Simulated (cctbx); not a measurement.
# What is wrong with this refinement?

Cell a = 8.8650 Å, b = 8.8650 Å, c = 6.9170 Å, α = 90.00°, β = 90.00°, γ = 120.00°; space group P6_3/mcm (no. 193).

Simulated single-crystal data (cctbx): Mo Kα, λ = 0.71073 Å, to d = 0.77 Å, 70 % of the full sphere, strongest reflection 20000 counts, noise from counting, a 2 % proportional error and a noise floor of 2 counts (s.d.); no absorption.

An anisotropic refinement with weights 1/σ² prints:

```text
Rint 0.027, 221 unique reflections to 0.77 A
cycle     R1     wR2    GooF  max shift (A)
   1  0.0099  0.0231   1.711   0.00012
   2  0.0078  0.0173   1.276   0.00000
final R1 0.0078 wR2 0.0173 GooF 1.276  parameters 10  data/parameter 22.1
atom        x        y        z      Ueq    occ   su(xyz)  su(Uiso or U11)
Hg1    0.00000  0.38531  0.75000   0.0116  1.000  0.00002  0.0001
Eu1    0.00000  0.74770  0.75000   0.0131  1.000  0.00003  0.0001
Zn1    0.33333  0.66667  0.50000   0.0203  1.000  0.00000  0.0003
difference map: max 0.72 min -0.69 rms 0.15
Q1    0.0000  0.4585  0.7500    6    0.72  0.65 A from Hg1
Q2    0.0000  0.0000  0.1156    4    0.59  2.42 A from Eu1
Q3    0.0777  0.5206  0.1610   24    0.48  1.46 A from Hg1
Q4    0.0000  0.2440  0.7500    6    0.45  1.25 A from Hg1
Q5    0.1207  0.3329  0.1659   24    0.42  1.11 A from Eu1
Q6    0.0000  0.4422  0.5187   12    0.38  1.68 A from Hg1
```

**Question.** Can this result stand? If not, what is the likely fault?

Mend it. The fault: wrong element: Hg1 is Bi. Against the right model at the same level, R1 goes from 0.0058 to 0.0078 and GooF from 0.94 to 1.28. Hg1 has 3 electrons too few and its U shrinks to make up, as expected. The signs are weak, and the output alone doesn't single this fault out.

The compound is Eu3Zn2Bi3. The right model at the same level gives:

```text
Rint 0.027, 221 unique reflections to 0.77 A
cycle     R1     wR2    GooF  max shift (A)
   1  0.0068  0.0147   1.089   0.00004
   2  0.0058  0.0127   0.939   0.00000
final R1 0.0058 wR2 0.0127 GooF 0.939  parameters 10  data/parameter 22.1
atom        x        y        z      Ueq    occ   su(xyz)  su(Uiso or U11)
Bi1    0.00000  0.38532  0.75000   0.0118  1.000  0.00002  0.0001
Eu1    0.00000  0.74771  0.75000   0.0127  1.000  0.00002  0.0001
Zn1    0.33333  0.66667  0.50000   0.0199  1.000  0.00000  0.0002
difference map: max 0.57 min -0.46 rms 0.11
Q1    0.0000  0.0000  0.1108    4    0.57  2.43 A from Eu1
Q2    0.0640  0.5128  0.1656   24    0.38  1.41 A from Bi1
Q3    0.0000  0.3981  0.1318   12    0.31  1.53 A from Eu1
Q4    0.1131  0.3958  0.0014   24    0.29  1.99 A from Bi1
Q5    0.1083  0.4418  0.5912   24    0.29  1.38 A from Bi1
Q6    0.0000  0.4638  0.7500    6    0.29  0.70 A from Bi1
```

Isotropic U is held between 0.0001 and 1 Å² by the program, and listed peak heights are interpolated, so they can pass the grid's maximum.

The model was made for the exercise: a known structure type with other elements put in, its volume estimated, not relaxed; displacement parameters are assumed.

[Middle refinement cycles are left out of these outputs.]

[Logs are printed without paths, hosts, clocks, repeated set-up lines and the standing remarks that a program may print on its own settings, such as how far it seeks lower states.]
